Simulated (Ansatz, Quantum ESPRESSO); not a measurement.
**Ru (001), hcp: biaxial strain and the free axis**

A thin film takes the in-plane lattice of its substrate and is free along the normal. How do the free axis and the stress follow the misfit? The strained cell has c along the film normal; unstrained it is a = 2.6742 Å, b = 2.6742 Å, c = 4.2244 Å, α = 90.00°, β = 90.00°, γ = 120.00°, with 2 atoms.

Calculated with Quantum ESPRESSO 7.5, LDA, GBRV 1.5 ultrasoft potentials, cutoff 680 eV, Fermi–Dirac smearing 0.05 eV, k-mesh 19×19×10, no spin polarisation, no spin-orbit coupling.

Relaxed positions at 0 %:

```csv
atom,x,y,z
Ru,0.3333,0.6667,0.7500
Ru,0.6667,0.3333,0.2500
```

```
ε∥ (%)   a (Å)   c (Å)  ε⊥ (%)  σ (GPa, tension positive)
    −3  2.5940  4.2911   1.578                     −28.10
    −2  2.6207  4.2690   1.056                     −17.56
    −1  2.6475  4.2472   0.540                      −8.18
     0  2.6742  4.2244   0.000                       0.00
     1  2.7009  4.2013  −0.548                       7.18
     3  2.7544  4.1558  −1.624                      19.15
```

**Question.** Fit both responses and give the free strain and the stress at +2 %, a row left out above.

Least squares with y = y0 + y1 ε + y2 ε² (ε in %) gives ε⊥ = −0.001 + (−0.5345) ε + (−0.0025) ε² and σ = 0.02 + (7.845) ε + (−0.497) ε² GPa. The linear terms put the ratio of free to applied strain at −0.535 and the biaxial modulus at 785 GPa.

At +2 % the free strain comes out as −1.080 %. The run itself gives −1.078 %, so the estimate misses by 0.002 %; the fitted rows themselves lie up to 0.010 % off the law.

The stress comes out as 13.72 GPa. The run itself gives 13.59 GPa, so the estimate misses by 0.13 GPa; the fitted rows themselves lie up to 0.19 GPa off the law.

With c as the unique axis, zero normal stress gives ε⊥/ε∥ = −2C13/C33 for relaxed atoms, so 2C13/C33 is about 0.53.

The negative ε² term means that the crystal stiffens in compression and softens in tension.

The same fit over all rows at other levels or in other programs gives the strain ratio = −0.555 with PBEsol (Ansatz), −0.556 with PBEsol (Quantum ESPRESSO, PseudoDojo) and −0.554 with PBEsol (Quantum ESPRESSO, GBRV).

[Logs are printed without paths, hosts, clocks, repeated set-up lines and the standing remarks that a program may print on its own settings, such as how far it seeks lower states.]
